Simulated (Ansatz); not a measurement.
# Cutoff, mesh or smearing: what limits a work function? Be(0001), Mg(0001), Ca(111), V(100), Rh(110) and W(110)

One slab of each metal is run with one setting changed at a time. Which setting moves the work function most, and which can be cut?

How it was computed: Ansatz 0.2.0, plane waves with PAW datasets (its set soft_2), PBE; unrelaxed symmetric slabs of 7 layers, 18 Å of vacuum. The reference has 420 eV, the mesh listed and Fermi-Dirac smearing of 0.1 eV; the other columns give the change in eV.

What came out:

| face | mesh | reference (eV) | 300 eV | 600 eV | mesh × 1/3 | mesh × 2/3 | mesh × 3/2 | Gaussian 0.05 | cold 0.1 | Methfessel-Paxton 0.2 | Fermi-Dirac 0.3 |
| --- | --- | --- | --- | --- | --- | --- | --- | --- | --- | --- | --- |
| Be(0001) | 20×20 | 5.319 | +0.001 | 0.000 | −0.028 | −0.081 | −0.005 | +0.053 | +0.044 | +0.025 | −0.081 |
| Mg(0001) | 15×15 | 3.689 | +0.002 | 0.000 | +0.075 | −0.016 | −0.006 | −0.011 | −0.013 | −0.004 | +0.049 |
| Ca(111) | 12×12 | 2.995 | +0.001 | 0.000 | −0.012 | 0.000 | +0.001 | −0.034 | −0.034 | −0.039 | +0.198 |
| V(100) | 14×14 | 3.857 | −0.002 | 0.000 | −0.021 | 0.000 | 0.000 | +0.075 | +0.056 | +0.043 | +0.013 |
| Rh(110) | 11×15 | 4.678 | +0.007 | 0.000 | −0.011 | +0.005 | 0.000 | +0.025 | +0.026 | +0.018 | −0.034 |
| W(110) | 16×16 | 4.900 | +0.001 | 0.000 | −0.223 | +0.020 | −0.006 | +0.006 | +0.008 | +0.010 | +0.003 |

**Reading.** The largest change of a row comes from the hot smearing on 3 faces, from the coarsest mesh on 2 and from another setting on 1. Runs at 200 eV and on a still coarser mesh, made as deliberately poor settings, are not listed. 600 eV moves no value by more than 0.001 eV, and 300 eV none by more than 0.007 eV. A mesh with a third of the points along each axis is off by up to 0.22 eV (W(110)) and two thirds by up to 0.081 eV; three halves still move W(110) by 0.006 eV. The three narrow or corrected schemes, nearer to zero temperature, lie −0.04 to +0.06 eV from the reference on average. Fermi-Dirac smearing of 0.3 eV, an electron temperature near 3,500 K, moves Ca(111) by 0.20 eV.

**Limits.** Where those three schemes disagree, their widths or the mesh may be the cause; they were not run on a finer mesh. One setting changes at a time, and errors need not add; the faces are unrelaxed and unreconstructed. The table is a selection: not every member that was run is listed.
